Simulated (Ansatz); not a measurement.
# (9,9) carbon nanotube bundle (108 atoms): geometry optimisation, part 2 of 2

Aim: bring (9,9) carbon nanotube bundle (108 atoms) to a nearby minimum of the energy and see what moves.

Ansatz 0.2.0; Kohn-Sham DFT, LDA, PAW (set soft_2), plane waves.

So far. Step 3 (Relaxation): The relaxation changed the energy by -23.5 meV/atom, and atoms moved by 0.035 Å r.m.s., 0.075 Å at most.

**5. Single point at the relaxed geometry**

The electronic structure is read at the final geometry, in a run of its own.

Input file input.yaml:

```yaml
crystal:
  lattice:
    - [15.50642, 0.0, 0.0]
    - [-7.75321, 13.42896, 0.0]
    - [0.0, 0.0, 7.38]
  atoms:
    - { symbol: C, position: [0.41638, 0.05239, 0.16642] }
    - { symbol: C, position: [0.43452, 0.10424, 0.99973] }
    - { symbol: C, position: [0.45327, 0.20353, 0.99976] }
    - { symbol: C, position: [0.4533, 0.24915, 0.16635] }
    - { symbol: C, position: [0.43495, 0.32987, 0.16647] }
    - { symbol: C, position: [0.41709, 0.36382, 0.99972] }
    - { symbol: C, position: [0.36417, 0.41639, 0.33321] }
    - { symbol: C, position: [0.33015, 0.43417, 0.16642] }
    - { symbol: C, position: [0.24939, 0.45245, 0.16651] }
    - { symbol: C, position: [0.20385, 0.45255, 0.99977] }
    - { symbol: C, position: [0.1048, 0.43438, 0.99981] }
    - { symbol: C, position: [0.053, 0.4165, 0.16644] }
    - { symbol: C, position: [0.94757, 0.36382, 0.16643] }
    - { symbol: C, position: [0.89572, 0.32995, 0.33312] }
    - { symbol: C, position: [0.79661, 0.24926, 0.3332] }
    - { symbol: C, position: [0.75094, 0.20369, 0.16644] }
    - { symbol: C, position: [0.66999, 0.10476, 0.1664] }
    - { symbol: C, position: [0.63586, 0.05297, 0.99968] }
    - { symbol: C, position: [0.58288, 0.94747, 0.99979] }
    - { symbol: C, position: [0.56496, 0.89568, 0.1664] }
    - { symbol: C, position: [0.54661, 0.7966, 0.16639] }
    - { symbol: C, position: [0.54651, 0.75095, 0.9997] }
    - { symbol: C, position: [0.5648, 0.67013, 0.99983] }
    - { symbol: C, position: [0.58275, 0.63625, 0.16639] }
    - { symbol: C, position: [0.63554, 0.5836, 0.16646] }
    - { symbol: C, position: [0.66946, 0.56572, 0.99975] }
    - { symbol: C, position: [0.75026, 0.54739, 0.99983] }
    - { symbol: C, position: [0.79583, 0.54737, 0.16645] }
    - { symbol: C, position: [0.89477, 0.56537, 0.16648] }
    - { symbol: C, position: [0.94655, 0.58306, 0.99979] }
    - { symbol: C, position: [0.05208, 0.63571, 0.99976] }
    - { symbol: C, position: [0.10391, 0.66968, 0.16638] }
    - { symbol: C, position: [0.2029, 0.75048, 0.16645] }
    - { symbol: C, position: [0.24853, 0.7961, 0.33315] }
    - { symbol: C, position: [0.32931, 0.89516, 0.33313] }
    - { symbol: C, position: [0.3633, 0.94697, 0.16633] }
    - { symbol: C, position: [0.41645, 0.05242, 0.49979] }
    - { symbol: C, position: [0.43454, 0.10427, 0.33313] }
    - { symbol: C, position: [0.45324, 0.20349, 0.33316] }
    - { symbol: C, position: [0.45339, 0.24917, 0.49969] }
    - { symbol: C, position: [0.43504, 0.32997, 0.4998] }
    - { symbol: C, position: [0.41705, 0.36381, 0.33311] }
    - { symbol: C, position: [0.36412, 0.41633, 0.66647] }
    - { symbol: C, position: [0.33023, 0.43426, 0.49973] }
    - { symbol: C, position: [0.24943, 0.45256, 0.49983] }
    - { symbol: C, position: [0.20382, 0.45253, 0.33319] }
    - { symbol: C, position: [0.10481, 0.43436, 0.33321] }
    - { symbol: C, position: [0.05302, 0.41658, 0.49978] }
    - { symbol: C, position: [0.94751, 0.36389, 0.49979] }
    - { symbol: C, position: [0.89569, 0.32992, 0.6664] }
    - { symbol: C, position: [0.79661, 0.24926, 0.66647] }
    - { symbol: C, position: [0.75092, 0.20376, 0.49976] }
    - { symbol: C, position: [0.66992, 0.10476, 0.49972] }
    - { symbol: C, position: [0.63592, 0.05296, 0.33309] }
    - { symbol: C, position: [0.58292, 0.94749, 0.33318] }
    - { symbol: C, position: [0.5649, 0.89565, 0.49976] }
    - { symbol: C, position: [0.54653, 0.79651, 0.49976] }
    - { symbol: C, position: [0.54655, 0.75095, 0.33306] }
    - { symbol: C, position: [0.56482, 0.67017, 0.3332] }
    - { symbol: C, position: [0.58266, 0.63621, 0.49975] }
    - { symbol: C, position: [0.6355, 0.58352, 0.49981] }
    - { symbol: C, position: [0.66947, 0.56572, 0.33315] }
    - { symbol: C, position: [0.75023, 0.54741, 0.33323] }
    - { symbol: C, position: [0.79577, 0.5473, 0.4998] }
    - { symbol: C, position: [0.89478, 0.56535, 0.49982] }
    - { symbol: C, position: [0.94659, 0.58311, 0.33318] }
    - { symbol: C, position: [0.05205, 0.63571, 0.33317] }
    - { symbol: C, position: [0.1039, 0.66961, 0.49973] }
    - { symbol: C, position: [0.20297, 0.75047, 0.49981] }
    - { symbol: C, position: [0.24852, 0.79613, 0.66641] }
    - { symbol: C, position: [0.32929, 0.89517, 0.66637] }
    - { symbol: C, position: [0.36336, 0.94691, 0.4997] }
    - { symbol: C, position: [0.41638, 0.05239, 0.83319] }
    - { symbol: C, position: [0.43449, 0.10426, 0.66637] }
    - { symbol: C, position: [0.45321, 0.20346, 0.66641] }
    - { symbol: C, position: [0.45333, 0.24917, 0.83307] }
    - { symbol: C, position: [0.43498, 0.32992, 0.83318] }
    - { symbol: C, position: [0.41699, 0.36377, 0.66639] }
    [... 24 atom lines left out ...]
    - { symbol: C, position: [0.05205, 0.63574, 0.66641] }
    - { symbol: C, position: [0.1039, 0.66966, 0.83312] }
    - { symbol: C, position: [0.20292, 0.75048, 0.83319] }
    - { symbol: C, position: [0.24851, 0.79606, 0.99977] }
    - { symbol: C, position: [0.32932, 0.89518, 0.99974] }
    - { symbol: C, position: [0.36334, 0.94695, 0.83307] }
kpoints:
  mp_grid: { grid: [1, 1, 2] }
hamiltonian:
  xc: lda
scf:
  occupations: { method: fermi_dirac, width: 0.025 }
output:
  forces: true
  stress: true
  populations: intrinsic
  dos:
    method: { smearing: { sigma: 0.1 } }
    de: 0.1
    projected: { site_lists: { C: [C] } }
  eigenvalues: true
  write_density: true
  write_potential: true
  volumetric_format: npy
  elf: true
```

On the command line:

```
> ansatz run input.yaml --threads 4 --pin off --max-ram 8192MiB --backend cpu --events-out ev --progress --plain --runs-dir out
```

Log:

```text
[...]
Crystal: 108 atoms, lattice volume = 1536.775 Å³
Basis set: ecut = 420 eV, 30037 PW (Γ)
Bands: 324, of which v1, the nominal top of the filled ones, is band 216 counted from 1 (215 counted from 0)
Symmetry: 1 space group operations
[...]
k-points: 2
[...]
SCF iter   1: F=—  HF=-26234.068659 eV  |F-HF|=—  |Δ(HF+E_count)|=         —  Δρ=5.58e-3  dr2=5.78e-1  ethr=1.77e-3  ⟨swp⟩=7.5  Hψ=3146  notcnv=0  defer=155
[...]
SCF iter   9: F=-26233.982535 eV  HF=-26233.982535 eV  |F-HF|=2.14e-8  |Δ(HF+E_count)|=   2.51e-9  Δρ=6.87e-7  dr2=2.54e-8  ethr=2.31e-11  ⟨swp⟩=33.5  Hψ=8244  notcnv=0
SCF 1 converged in 9 iterations: F = -26233.982535 eV  dr2 = 2.54e-8
[...]
WARN: The output density's exchange-correlation potential varies sharply where the density is thin. Do not read a vacuum level from v_tot or v_xc, or from such a field of the output density. On a cell that repeats whose density bears no net charge and no dipole along the vacuum's axis use v_es (v_loc + v_h of the components); [...]
SCF converged after 9 iterations
Free energy (F): -26233.982535 eV
[...]
Internal energy: -26233.919825 eV  (E = F + TS)
E sigma→0 (E₀):  -26233.951180 eV
Entropy (-TS):   -0.062710 eV (-0.581 meV/atom)
Fermi energy:    2.391634 eV
[...]
--- Forces (eV/Å), atoms counted from 1 ---
  atom   1  C     -0.00156183     0.01538027    -0.00117338
  atom   2  C      0.00096495     0.02410787     0.01033299
  atom   3  C     -0.01420808    -0.00929594    -0.01800105
  atom   4  C      0.00054815    -0.01173435     0.02523522
  atom   5  C      0.00868937     0.00683983    -0.02647898
  atom   6  C      0.00407441    -0.00831229     0.02745970
  atom   7  C     -0.00460712     0.00222343    -0.02503532
  atom   8  C      0.00480002     0.01025361     0.01217092
  atom   9  C     -0.00245297    -0.00120570    -0.01847785
  atom  10  C      0.00416379    -0.00298729     0.01843737
  atom  11  C      0.00328161    -0.00287879    -0.00430166
  atom  12  C      0.00280925     0.00323849     0.00158138
  atom  13  C     -0.01836041    -0.00115166    -0.00279892
  atom  14  C     -0.00246816     0.00361172     0.00671704
[...]
atom 107  C      0.00500728    -0.01859178    -0.00768135
  atom 108  C     -0.00277322    -0.00979692     0.01269817
  max |Σ_I F_I| component: 9.51e-5 eV/Å
--- Stress (GPa, compression-positive) ---
       -0.621189       0.001318      -0.000355
        0.001318      -0.627477       0.001659
       -0.000355       0.001659      -4.663536
  P = ⅓ Tr σ = -1.9707 GPa (-19.707 kbar)
--- Band table (eV) ---
[...]
--- intrinsic populations: 108 sites ---
  site symbol       q [e]
     0      C      4.0002
     1      C      3.9998
     2      C      3.9997
[...]
107      C      4.0009
  spilling = 0.000000 (of n_electrons = 432.000000)
```

It took 71 s on 4 threads of Arm Neoverse V1, shared host; peak memory 4.6 GiB.

The program notes that the exchange-correlation potential is rough where the density is thin.

The run gave:

| Item | Value |
| --- | --- |
| free energy | -26233.9825 eV |
| free energy per atom | -242.9072 eV/atom |
| SCF cycles | 9 |
| pressure | -1.971 GPa |
| r.m.s. force component | 0.0105 eV/Å |
| longest force | 0.03264 eV/Å |
| Fermi energy | 2.392 eV |
| levels partly filled by over 2 per cent | 4 |

Intrinsic-atomic-orbital charges by element:

```csv
element,coordination,atoms,mean charge (e),spread,least,most
C,all,108,0,5.0e-4,-9.0e-4,8.0e-4
```

Density of states as counts of states in windows of 1 eV (from the Fermi level), total and the larger projections:

```csv
from (eV),to (eV),total,C p,C s
-14,-13,11.7,6.0,5.6
-13,-12,16.0,10.4,5.4
-12,-11,20.0,13.3,6.5
-11,-10,24.4,18.2,6.0
-10,-9,13.7,10.7,2.9
-9,-8,23.1,19.7,3.2
-8,-7,35.5,31.6,3.4
-7,-6,46.6,44.4,1.7
-6,-5,39.4,37.9,1.2
-5,-4,34.9,33.9,0.8
-4,-3,25.0,24.7,0.2
-3,-2,30.5,30.3,0.1
-2,-1,10.0,10.0,0.0
-1,0,5.1,5.1,0.0
0,1,2.9,2.9,0.0
1,2,19.1,18.4,0.1
2,3,16.7,16.0,0.1
3,4,19.2,14.8,0.2
4,5,22.8,10.5,0.3
```

Between -20 and -14 eV lie 95 more states.

The levels nearest the highest filled one (over half full), pooled over k-points and spins:

```csv
level less the highest filled one (eV),occupation
-0.643,2
-0.642,2
-0.638,2
-0.638,2
-0.0084,1.43
0,1.28
0.029,0.714
0.0366,0.582
1.17,0
1.17,0
1.18,0
1.18,0
```

Electrostatic potential energy in the ca plane at fractional y = 0.052, with atoms of C within 0.2 Å of it. With pseudopotentials it is smooth inside the atoms' cores, unlike the true potential.

Ten even steps from '_' (-48 eV) to '@' (7 eV), each cell a mean:
```
@@@@@@@@@@@@@@@@@@@@@@@@@@@@@@@@@@@@@@@@@@
@@@@@@@@@@@@@@@@@@@@@@@@@@@@@@@@@@@@@@@@@@
@@@@@@@@@@@@@@@@@@@@@@@@@@@@@@@@@@@@@@@@@@
@@@@@@@@@@@@@@@@@@@@@@@@@@@@@@@@@@@@@@@@@@
@@@@@@@@@@@@@@@@@@@@@@@@@@@@@@@@@@@@@@@@@@
@@@@@@@@@@@@@@@@@@@@@@@@@@@@@@@@@@@@@@@@@@
@@@@@@@@@@@@@@@@@@@@@@@@@@@@@@@@@@@@@@@@@@
**##%%%%%%%%##**##%%%%%%%%****##%%%%%%%%##
__::**####++____::######++____..######++__
==**%%@@%%%%++==**%%@@%%%%++==**%%@@%%%%++
@@@@@@@@@@@@@@@@@@@@@@@@@@@@@@@@@@@@@@@@@@
@@@@@@@@@@@@@@@@@@@@@@@@@@@@@@@@@@@@@@@@@@
@@@@%%%%%%@@@@@@@@%%%%%%@@@@@@@@%%%%%%@@@@
####--__..++######--__..++######--__..++##
####++::--**######==::--**######++::--**%%
@@@@@@@@@@@@@@@@@@@@@@@@@@@@@@@@@@@@@@@@@@
@@@@@@@@@@@@@@@@@@@@@@@@@@@@@@@@@@@@@@@@@@
@@@@@@@@@@@@@@@@@@@@@@@@@@@@@@@@@@@@@@@@@@
@@@@@@@@@@@@@@@@@@@@@@@@@@@@@@@@@@@@@@@@@@
@@@@@@@@@@@@@@@@@@@@@@@@@@@@@@@@@@@@@@@@@@
@@@@@@@@@@@@@@@@@@@@@@@@@@@@@@@@@@@@@@@@@@
@@@@@@@@@@@@@@@@@@@@@@@@@@@@@@@@@@@@@@@@@@
@@@@@@@@@@@@@@@@@@@@@@@@@@@@@@@@@@@@@@@@@@
@@@@@@@@@@@@@@@@@@@@@@@@@@@@@@@@@@@@@@@@@@
```
Columns run along c (7.4 Å; values clipped at the 3rd and 97th percentile), rows up along a (15.5 Å). Atoms in or near the plane, at fractional coordinates: C at (0.17, 0.42), C at (0.00, 0.64), C at (0.50, 0.42), C at (0.33, 0.64), C at (0.83, 0.42), C at (0.67, 0.64).

Valence density in the ca plane at fractional y = 0.052, with atoms of C within 0.2 Å of it. It is the smooth field of the valence electrons, not physical close to the nuclei.

Ten even steps from '0' (0.0 e/Å³) to '9' (1.8 e/Å³), each cell a mean:
```
000000000000000000000
000000000000000000000
000000000000000000000
000000000000000000000
000000000000000000000
000000000000000000000
000000000000000000000
432223343222334322233
996457999645799964579
542123454212345421234
000000000000000000000
000000000000000000000
011221101122110112211
357886435788643578864
346775434677543467754
011111001111100111110
000000000000000000000
000000000000000000000
000000000000000000000
000000000000000000000
000000000000000000000
000000000000000000000
000000000000000000000
000000000000000000000
```
Columns run along c (7.4 Å), rows up along a (15.5 Å). Atoms in or near the plane, at fractional coordinates: C at (0.17, 0.42), C at (0.00, 0.64), C at (0.50, 0.42), C at (0.33, 0.64), C at (0.83, 0.42), C at (0.67, 0.64).

Intrinsic-atomic-orbital charges run from -0.00 to +0.00 e. Within 0.4 eV of the Fermi level the largest share is C p (100 % of the projected weight).

A closer look about C81, picked at random: 10 atoms, nearest first, numbered in the order of the input, with positions taken from that point.

```csv
atom,x,y,z,distance (Å),bonds,intrinsic-atomic-orbital charge (e)
C81,0.00,0.00,0.00,0.00,3,0.00
C80,1.39,-0.25,0.00,1.42,3,0.00
C10,-0.71,0.00,1.23,1.42,3,0.00
C82,-0.71,0.00,-1.23,1.42,3,0.00
C79,2.06,-0.48,1.23,2.45,3,0.00
C11,-2.10,-0.24,1.23,2.45,3,0.00
C83,-2.10,-0.24,-1.23,2.45,3,0.00
C43,2.06,-0.49,-1.23,2.45,3,0.00
C9,0.00,0.00,2.46,2.46,3,0.00
C45,0.00,0.00,-2.46,2.46,3,0.00
```

The column of bonds counts only the pairs C-C within 1.82 Å; other neighbours, such as metal atoms beside each other in a compound, aren't counted, and periodic images can show an atom twice.

**6. Results**

- energy change in the relaxation: -23.47 meV/atom
- r.m.s. displacement: 0.035 Å
- largest displacement: 0.075 Å
- free energy per atom: -242.9072 eV/atom
- density: 1.402 g/cm³
- pressure: -1.971 GPa
- r.m.s. force component: 0.0105 eV/Å
- wall time of the 3 DFT runs: 3.6 min

In words: Relaxation lowers the energy by 23.5 meV/atom and moves atoms by 0.035 Å r.m.s.; the r.m.s. force component goes from 1.1 to 0.011 eV/Å, the pressure goes from -2.0 to -2.0 GPa. By the final cutoffs no bond was broken or made. The r.m.s. move is of the size of the random displacements put into the start (0.035 Å r.m.s. in three dimensions). First to last step the energy falls by 2.534 eV; the largest move, 0.07 Å, is that of C81. The C-C bonds go from 1.419 Å (spread 0.026) to 1.418 Å (spread 0.001). With the cutoffs above, all C atoms have 3 bonded neighbours. No gap is quoted, since levels at the Fermi energy are partly filled.

Caveats: The stress is far from hydrostatic: its diagonal is -0.6, -0.6, -4.7 GPa, compression counted positive. The pressure of -2.0 GPa shows the cell to be stretched for this functional.

[Logs are printed without paths, hosts, clocks, repeated set-up lines and the standing remarks that a program may print on its own settings, such as how far it seeks lower states.]

[Hosts, paths, dates, database ids (printed as entryN), source tags and the programs' standing remarks are cut or masked in the printed files.]
